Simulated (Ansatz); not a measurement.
# Decaying states in the gap of CsKTl2F6

A new crystal, CsKTl2F6: structure, gap and complex bands. It is built by putting K for part of the Cs in the CsTlF3 structure of space group Fm-3m, with the volume rescaled by atomic radii. The parent structure comes from the Materials Project.

Method: LDA DFT, plane waves, PAW files, in the first sound run; inputs show where later runs differ, in Ansatz 0.2.0.

The structure was built from a prototype and need not be the compound's stable phase.

### Step 1. Set-up

The structure is cubic, space group F-43m (No. 216). Conventional cell: a = 9.298 Å, b = 9.298 Å, c = 9.298 Å, α = 90.00°, β = 90.00°, γ = 90.00°. Nearest to K lie 12 F at 3.29 Å. Cs has 12 F at 3.29 Å nearest. Nearest to Tl lie 6 F at 2.53 Å. Tl has 6 F at 2.12 Å nearest. Nearest to F lie 2 Tl at 2.12 to 2.53 Å and 2 Cs at 3.29 Å and 2 K at 3.29 Å. It derives from CsTlF3. K for part of the Cs in the CsTlF3 structure of space group Fm-3m. Farther neighbours and most contacts between anions are not listed.

### Step 2. Relaxing the new crystal

The substituted atoms don't fit the parent's cell, so cell and atoms relax together. A small smearing keeps the run stable in case the gap closes on the way.

input.yaml reads:

```yaml
crystal:
  lattice:
    - [0.0, 4.6489945323, 4.6489945323]
    - [4.6489945323, 0.0, 4.6489945323]
    - [4.6489945323, 4.6489945323, 0.0]
  atoms:
    - { symbol: K, position: [0.75, 0.75, 0.75] }
    - { symbol: Cs, position: [0.25, 0.25, 0.25] }
    - { symbol: Tl, position: [0.5, 0.5, 0.5] }
    - { symbol: Tl, position: [0.0, 0.0, 0.0] }
    - { symbol: F, position: [0.77234001, 0.22765999, 0.22765999] }
    - { symbol: F, position: [0.22765999, 0.22765999, 0.77234001] }
    - { symbol: F, position: [0.22765999, 0.77234001, 0.77234001] }
    - { symbol: F, position: [0.22765999, 0.77234001, 0.22765999] }
    - { symbol: F, position: [0.77234001, 0.22765999, 0.77234001] }
    - { symbol: F, position: [0.77234001, 0.77234001, 0.22765999] }
kpoints:
  mp_grid: { grid: [4, 4, 4] }
scf:
  occupations: { method: gaussian, width: 0.03 }
hamiltonian:
  xc: lda
output:
  forces: true
  stress: true
relax:
  f_tol: 0.02
  max_steps: 60
  cell: {}
```

Command:

```console
$ ansatz run input.yaml --threads 2 --pin off --max-ram 4096MiB --backend cpu --events-out ev --progress --plain --runs-dir out
```

Numbers of over 12 decimals in the logs are rounded to 6 here.

Output:

```text
Engine: ansatz 0.2.0, aarch64-unknown-linux-gnu
Pseudopotentials: kind: paw
Pseudopotential: K, paw, valence charge 9, recommended cutoff 420 eV (normal), K.paw.azcp
Pseudopotential: Cs, paw, valence charge 9, recommended cutoff 420 eV (normal), Cs.paw.azcp
Pseudopotential: Tl, paw, valence charge 13, recommended cutoff 420 eV (normal), Tl.paw.azcp
Pseudopotential: F, paw, valence charge 7, recommended cutoff 420 eV (normal), F.paw.azcp
Functional definition: SPW92
  exchange = slater_x
  correlation = pw_c
Crystal: 10 atoms, lattice volume = 200.959 Å³
Basis set: ecut = 420 eV, 3839 PW (Γ)
Bands: 53, of which v1, the nominal top of the filled ones, is band 43 counted from 1 (42 counted from 0)
Symmetry: 24 space group operations
Space group: F-43m (ITA 216), of the structure as read, at distance tolerance 5.9e-5 Å
k-points: 8 of 64 (time reversal used)
Non-local potential: K, projectors of the file, l = 0: 3, l = 1: 2, l = 2: 2
Non-local potential: Cs, projectors of the file, l = 0: 3, l = 1: 2, l = 2: 2, l = 3: 2
Non-local potential: Tl, projectors of the file, l = 0: 2, l = 1: 2, l = 2: 2, l = 3: 1
Non-local potential: F, projectors of the file, l = 0: 2, l = 1: 2, l = 2: 1
PAW form: soft (Blöchl's): semilocal exchange-correlation on the pseudo side does not see the compensation charge
PAW frozen core: K, regenerated for the run's functional, and the local potential with it (the file was generated under x = pbe(κ = 0.804, μ = 0.219515), c = pbe(β = 0.066725))
PAW frozen core: Cs, regenerated for the run's functional, and the local potential with it (the file was generated under x = pbe(κ = 0.804, μ = 0.219515), c = pbe(β = 0.066725))
PAW frozen core: Tl, regenerated for the run's functional, and the local potential with it (the file was generated under x = pbe(κ = 0.804, μ = 0.219515), c = pbe(β = 0.066725))
PAW frozen core: F, regenerated for the run's functional, and the local potential with it (the file was generated under x = pbe(κ = 0.804, μ = 0.219515), c = pbe(β = 0.066725))
PAW one-centre angular grid: K, 110 points (default); XC on 64 Gauss nodes
PAW one-centre angular grid: Cs, 194 points (default); XC on 64 Gauss nodes
PAW one-centre angular grid: Tl, 590 points (default); XC on 64 Gauss nodes
PAW one-centre angular grid: F, 110 points (default); XC on 64 Gauss nodes
Initial density: superposition of atomic densities (neutral atoms: chi_scale 0, normalization atom), corrected by the library's trained network
Initial wavefunctions: pseudopotential atomic-orbital guess
Functional: x = slater, c = lda
SCF iter   1: F=—  HF=-34061.819415 eV  |F-HF|=—  |Δ(HF+E_count)|=         —  Δρ=1.60e-2  dr2=3.87e-1  ethr=1.77e-3  ⟨swp⟩=7.9  Hψ=1781  notcnv=0  defer=5
preconditioner: auto → Resta (q_TF=auto, 2.368 Å⁻¹)  ε∞=3.7  [insulator: Δε(μ)=1.996 eV  Ē_g=14.727 eV  σ=0.030 eV  W_gap=1.00  n_scr=58 (ndim 8)  ℏωp=24.0 eV  f_vac=0.122  D(μ)=0.00/eV (n_scr^D=0)  ε∞_Penn≈3.7]
SCF iter   2: F=—  HF=-34061.718749 eV  |F-HF|=—  |Δ(HF+E_count)|=   1.01e-1  Δρ=5.20e-3  dr2=2.07e-2  ethr=4.50e-4  ⟨swp⟩=2.0  Hψ=852  notcnv=0  defer=42
SCF iter   3: F=—  HF=-34061.712822 eV  |F-HF|=—  |Δ(HF+E_count)|=   5.93e-3  Δρ=1.78e-3  dr2=4.48e-3  ethr=2.41e-5  ⟨swp⟩=2.1  Hψ=666  notcnv=0  defer=42
SCF iter   4: F=—  HF=-34061.711633 eV  |F-HF|=—  |Δ(HF+E_count)|=   1.19e-3  Δρ=4.12e-4  dr2=2.90e-4  ethr=5.21e-6  ⟨swp⟩=3.0  Hψ=684  notcnv=0  defer=42
SCF iter   5: F=—  HF=-34061.711616 eV  |F-HF|=—  |Δ(HF+E_count)|=   1.74e-5  Δρ=5.42e-5  dr2=8.00e-6  ethr=3.37e-7  ⟨swp⟩=2.4  Hψ=729  notcnv=0  defer=42
SCF iter   6: F=—  HF=-34061.711742 eV  |F-HF|=—  |Δ(HF+E_count)|=   1.26e-4  Δρ=7.88e-6  dr2=3.40e-7  ethr=9.30e-9  ⟨swp⟩=2.1  Hψ=669  notcnv=0  defer=42
SCF iter   7: F=-34061.711742 eV  HF=-34061.711742 eV  |F-HF|=1.21e-8  |Δ(HF+E_count)|=   1.13e-8  Δρ=2.54e-6  dr2=2.48e-8  ethr=1.16e-10  ⟨swp⟩=4.0  Hψ=1399  notcnv=0
SCF 1 converged in 7 iterations: F = -34061.711742 eV  dr2 = 2.48e-8
  greatest PAW one-centre occupation: 0.985 electrons in one spin orbital (limit 2), on the K atom at site 0 (counted from 0), in its partial waves of l = 0
relax step   1: F+E_penalty+E_count = -34061.71174182 eV  Δ(F+E_penalty+E_count) = +0.000e0 eV  max|allowed force component| = 5.313e-1 eV/Å  Δτ_max = 0.0000 Å  P = +0.755 GPa  Ω = 200.959 Å³  (7 SCF iters, dr2 threshold 1.00e-7 eV, accepted)
Crystal: 10 atoms, lattice volume = 197.964 Å³
Initial density: handed on by an earlier stage of this run
Initial wavefunctions: those handed on with the density
iter 1 solved again at ethr=9.46e-5 eV; its pass at ethr=3.10e-3 eV (dr2=8.14e-2 eV) is discarded
SCF iter   1: F=—  HF=-34061.802528 eV  |F-HF|=—  |Δ(HF+E_count)|=         —  Δρ=8.72e-3  dr2=8.16e-2  ethr=9.46e-5  ⟨swp⟩=3.1  Hψ=1984  notcnv=0
preconditioner: auto → Resta (q_TF=auto, 2.374 Å⁻¹)  ε∞=3.6  [insulator: Δε(μ)=1.417 eV  Ē_g=14.894 eV  σ=0.030 eV  W_gap=1.00  n_scr=58 (ndim 8)  ℏωp=24.2 eV  f_vac=0.097  D(μ)=0.00/eV (n_scr^D=0)  ε∞_Penn≈3.6]
SCF iter   2: F=—  HF=-34061.780859 eV  |F-HF|=—  |Δ(HF+E_count)|=   2.17e-2  Δρ=4.05e-3  dr2=1.14e-2  ethr=9.46e-5  ⟨swp⟩=2.2  Hψ=651  notcnv=0
SCF iter   3: F=—  HF=-34061.777793 eV  |F-HF|=—  |Δ(HF+E_count)|=   3.07e-3  Δρ=1.69e-3  dr2=1.98e-3  ethr=1.32e-5  ⟨swp⟩=2.0  Hψ=665  notcnv=0
SCF iter   4: F=—  HF=-34061.777246 eV  |F-HF|=—  |Δ(HF+E_count)|=   5.47e-4  Δρ=2.72e-4  dr2=3.67e-5  ethr=2.30e-6  ⟨swp⟩=2.0  Hψ=585  notcnv=0
SCF iter   5: F=—  HF=-34061.777353 eV  |F-HF|=—  |Δ(HF+E_count)|=   1.07e-4  Δρ=2.74e-5  dr2=2.81e-6  ethr=4.27e-8  ⟨swp⟩=2.4  Hψ=727  notcnv=0
SCF iter   6: F=-34061.777352 eV  HF=-34061.777352 eV  |F-HF|=1.96e-7  |Δ(HF+E_count)|=   9.05e-7  Δρ=1.02e-5  dr2=3.85e-7  ethr=1.16e-9  ⟨swp⟩=4.0  Hψ=1405  notcnv=0
SCF 2 converged in 6 iterations: F = -34061.777352 eV  dr2 = 3.85e-7
relax step   2: F+E_penalty+E_count = -34061.77735154 eV  Δ(F+E_penalty+E_count) = -6.561e-2 eV  max|allowed force component| = 7.764e-3 eV/Å  Δτ_max = 0.0435 Å  P = +0.374 GPa  Ω = 197.964 Å³  energy of the carried Pulay correction = +1.012e-2 eV  (6 SCF iters, dr2 threshold 1.00e-6 eV, accepted)
Crystal: 10 atoms, lattice volume = 199.736 Å³
iter 1 solved again at ethr=2.10e-6 eV; its pass at ethr=3.10e-3 eV (dr2=1.81e-3 eV) is discarded
SCF iter   1: F=—  HF=-34061.773711 eV  |F-HF|=—  |Δ(HF+E_count)|=         —  Δρ=1.10e-3  dr2=2.09e-3  ethr=2.10e-6  ⟨swp⟩=2.1  Hψ=1688  notcnv=0
preconditioner: auto → Resta (q_TF=auto, 2.371 Å⁻¹)  ε∞=3.6  [insulator: Δε(μ)=1.571 eV  Ē_g=14.880 eV  σ=0.030 eV  W_gap=1.00  n_scr=58 (ndim 8)  ℏωp=24.1 eV  f_vac=0.100  D(μ)=0.00/eV (n_scr^D=0)  ε∞_Penn≈3.6]
SCF iter   2: F=—  HF=-34061.773110 eV  |F-HF|=—  |Δ(HF+E_count)|=   6.01e-4  Δρ=5.73e-4  dr2=2.45e-4  ethr=2.10e-6  ⟨swp⟩=2.4  Hψ=640  notcnv=0
SCF iter   3: F=—  HF=-34061.773166 eV  |F-HF|=—  |Δ(HF+E_count)|=   5.57e-5  Δρ=2.30e-4  dr2=6.83e-5  ethr=2.85e-7  ⟨swp⟩=2.0  Hψ=625  notcnv=0
SCF iter   4: F=—  HF=-34061.773137 eV  |F-HF|=—  |Δ(HF+E_count)|=   2.93e-5  Δρ=3.85e-5  dr2=3.47e-6  ethr=7.94e-8  ⟨swp⟩=2.0  Hψ=580  notcnv=0
SCF iter   5: F=-34061.773136 eV  HF=-34061.773136 eV  |F-HF|=2.61e-8  |Δ(HF+E_count)|=   8.75e-7  Δρ=1.02e-5  dr2=1.80e-7  ethr=4.07e-10  ⟨swp⟩=3.0  Hψ=1574  notcnv=0
SCF 3 converged in 5 iterations: F = -34061.773136 eV  dr2 = 1.80e-7
relax step   3: F+E_penalty+E_count = -34061.77313560 eV  Δ(F+E_penalty+E_count) = +4.216e-3 eV  max|allowed force component| = 3.947e-3 eV/Å  Δτ_max = 0.0041 Å  P = -0.073 GPa  Ω = 199.736 Å³  energy of the carried Pulay correction = +4.114e-3 eV  (5 SCF iters, dr2 threshold 3.50e-7 eV, accepted)
[...]
relax step   4: F+E_penalty+E_count = -34061.77405268 eV  Δ(F+E_penalty+E_count) = -9.171e-4 eV  max|allowed force component| = 5.569e-4 eV/Å  Δτ_max = 0.0003 Å  P = -0.002 GPa  Ω = 199.481 Å³  energy of the carried Pulay correction = +4.975e-3 eV  (5 SCF iters, dr2 threshold 1.34e-8 eV, accepted)
Initial wavefunctions: pseudopotential atomic-orbital guess (no wavefunctions were taken with the density)
iter 1 solved again at ethr=1.23e-7 eV; its pass at ethr=3.10e-3 eV (dr2=1.06e-4 eV) is discarded
SCF iter   1: F=—  HF=-34061.768093 eV  |F-HF|=—  |Δ(HF+E_count)|=         —  Δρ=9.15e-5  dr2=2.47e-6  ethr=1.23e-7  ⟨swp⟩=3.9  Hψ=3005  notcnv=0
preconditioner: auto → Resta (q_TF=auto, 2.371 Å⁻¹)  ε∞=3.6  [insulator: Δε(μ)=1.563 eV  Ē_g=14.882 eV  σ=0.030 eV  W_gap=1.00  n_scr=58 (ndim 8)  ℏωp=24.1 eV  f_vac=0.099  D(μ)=0.00/eV (n_scr^D=0)  ε∞_Penn≈3.6]
SCF iter   2: F=—  HF=-34061.768239 eV  |F-HF|=—  |Δ(HF+E_count)|=   1.45e-4  Δρ=3.89e-5  dr2=7.45e-7  ethr=2.87e-9  ⟨swp⟩=2.0  Hψ=760  notcnv=0
SCF iter   3: F=—  HF=-34061.768239 eV  |F-HF|=—  |Δ(HF+E_count)|=   7.61e-8  Δρ=1.85e-5  dr2=8.49e-8  ethr=8.67e-10  ⟨swp⟩=2.0  Hψ=514  notcnv=0
SCF iter   4: F=—  HF=-34061.768239 eV  |F-HF|=—  |Δ(HF+E_count)|=   3.14e-9  Δρ=4.15e-7  dr2=1.80e-10  ethr=9.87e-11  ⟨swp⟩=2.0  Hψ=557  notcnv=0
SCF iter   5: F=-34061.768239 eV  HF=-34061.768239 eV  |F-HF|=1.46e-11  |Δ(HF+E_count)|=  2.91e-11  Δρ=1.06e-7  dr2=1.50e-11  ethr=1.00e-12  ⟨swp⟩=4.2  Hψ=1476  notcnv=0
SCF 5 converged in 5 iterations: F = -34061.768239 eV  dr2 = 1.50e-11
relax step   5: F+E_penalty+E_count = -34061.76823857 eV  Δ(F+E_penalty+E_count) = +5.814e-3 eV  max|allowed force component| = 6.029e-4 eV/Å  Δτ_max = 0.0000 Å  P = -0.047 GPa  Ω = 199.481 Å³  stress off target by 4.67e-2 GPa  SCF on the basis re-selected at this cell (its energy is not comparable with the rows above)  (5 SCF iters)
basis re-selected at this cell: Δ(F+E_penalty+E_count) = +5.814e-3 eV, ΔP = -0.045 GPa vs the last step (what re-selecting the basis moved, of the pressure what is left beyond the Pulay correction that the steps carried, after the strain that the cell walked since its last selection, with what the two solves' SCF thresholds leave and, on support functions, any second-order correction that the steps lacked; it is no m [...]
SCF converged after 5 iterations
Free energy (F): -34061.768239 eV
Harris-Foulkes:  -34061.768239 eV  (|F-HF|=1.46e-11)
Internal energy: -34061.768239 eV  (E = F + TS)
E sigma→0 (E₀):  -34061.768239 eV
Fermi energy:    5.314245 eV
--- Per-component energies (eV) ---
  E_band       = -426.718175
  E_kinetic    = 2300.782919
  E_local      = -7071.733292  (includes V_loc(G=0)·N_el)
  E_nonlocal   = 1148.812455
  E_hartree    = 2696.754440
  E_xc         = -1227.000923
  E_vxc        = -1176.713927  (∫ρ·V_xc dr)
  E_paw        = -26516.899522  (= ΣΔE_a)
  E_vpaw       = -1021.387148  (= ΣTr[D̂ρ^β])
  E_aug_tail   = 0.011997  (compensation charges beyond the density's cutoff)
  E_ewald      = -5393.420758
  E_core_change = 0.924445  (= ΣΔE_core)
  E_smearing   = -0.000000  (= −TS)
  E_closure    = -0.000000  (closes the sum)
  Σ components = -34061.768239   (vs F -34061.768239, Δ=0.00e0)
--- Forces (eV/Å), atoms counted from 1 ---
  atom   1  K      0.00000000    -0.00000000    -0.00000000
  atom   2  Cs    -0.00000000     0.00000000     0.00000000
  atom   3  Tl    -0.00000000    -0.00000000    -0.00000000
  atom   4  Tl     0.00000000     0.00000000     0.00000000
  atom   5  F     -0.00060286     0.00000000    -0.00000000
  atom   6  F     -0.00000000    -0.00000000    -0.00060286
  atom   7  F      0.00060286     0.00000000     0.00000000
  atom   8  F     -0.00000000    -0.00060286     0.00000000
  atom   9  F      0.00000000     0.00060286     0.00000000
  atom  10  F      0.00000000     0.00000000     0.00060286
  max |Σ_I F_I| component: 3.54e-18 eV/Å
--- Stress (GPa, compression-positive) ---
       -0.046655      -0.000000      -0.000000
       -0.000000      -0.046655      -0.000000
       -0.000000      -0.000000      -0.046655
  P = ⅓ Tr σ = -0.0467 GPa (-0.467 kbar)
--- Relaxed structure (4 steps of the walk, 4 accepted, 1 SCFs on fresh bases) ---
  F+E_penalty+E_count = -34061.76823857 eV   max|allowed force component| = 6.029e-4 eV/Å   (the final SCF, on the basis selected at the relaxed cell)
  cell:  # Å, volume = 199.4805 Å³
    - [0, 4.637567, 4.637567]
    - [4.637567, 0, 4.637567]
    - [4.637567, 4.637567, 0]
  atoms:
    - { symbol: K, position: [0.75, 0.75, 0.75] }
    - { symbol: Cs, position: [0.25, 0.25, 0.25] }
    - { symbol: Tl, position: [0.5, 0.5, 0.5] }
    - { symbol: Tl, position: [1.3934428048027704e-19, 1.568351943480956e-19, -1.3934428048027788e-19] }
    - { symbol: F, position: [0.768076, 0.231924, 0.231924] }
    - { symbol: F, position: [0.231924, 0.231924, 0.768076] }
    - { symbol: F, position: [0.231924, 0.768076, 0.768076] }
    - { symbol: F, position: [0.231924, 0.768076, 0.231924] }
    - { symbol: F, position: [0.768076, 0.231924, 0.768076] }
    - { symbol: F, position: [0.768076, 0.768076, 0.231924] }
```

Run time: 11 s. Hardware: 2 threads of Arm Neoverse V2, shared host; peak memory 0.45 GiB; 21 s of CPU time.

Relaxation path:

| step | energy less that of the first step (eV) | largest force component (eV/Å) | pressure (GPa) | volume (Å³) |
| --- | --- | --- | --- | --- |
| 1 | 0.0000 | 0.5313 | 0.75 | 200.96 |
| 2 | -0.0656 | 0.0078 | 0.37 | 197.96 |
| 3 | -0.0614 | 0.0039 | -0.07 | 199.74 |
| 4 | -0.0623 | 0.0006 | 0.00 | 199.48 |
| 5* | -0.0565 | 0.0006 | -0.05 | 199.48 |

Relaxation steps marked * repeat the geometry before them on a plane-wave basis chosen anew for their cell, so energy and pressure can jump there.

The run keeps the 24 symmetry operations that it works with, so distortions that break them were not tested.

| conventional cell, symmetrised | before | after | change |
| --- | --- | --- | --- |
| a (Å) | 9.298 | 9.275 | -0.2 % |
| b (Å) | 9.298 | 9.275 | -0.2 % |
| c (Å) | 9.298 | 9.275 | -0.2 % |
| volume (Å³/atom) | 20.10 | 19.95 | -0.7 % |

The atoms that moved most (Å, as changes of fractional coordinates times the final cell):

| atom | dx | dy | dz | length |
| --- | --- | --- | --- | --- |
| F7 | -0.040 | 0.000 | 0.000 | 0.040 |
| F9 | 0.000 | -0.040 | 0.000 | 0.040 |
| F10 | 0.000 | 0.000 | -0.040 | 0.040 |
| F5 | 0.040 | 0.000 | 0.000 | 0.040 |
| F8 | 0.000 | 0.040 | 0.000 | 0.040 |
| F6 | 0.000 | 0.000 | 0.040 | 0.040 |

This step gave:

* free energy: -34061.7682 eV
* Fermi energy: 5.314 eV
* pressure: -0.04665 GPa

The largest force component on a free atom ends at 6.0e-4 eV/Å.

(Continued in part 2 of 3.)

[Logs are printed without paths, hosts, clocks, repeated set-up lines and the standing remarks that a program may print on its own settings, such as how far it seeks lower states.]

[Hosts, paths, dates, database ids (printed as entryN), source tags and the programs' standing remarks are cut or masked in the printed files.]
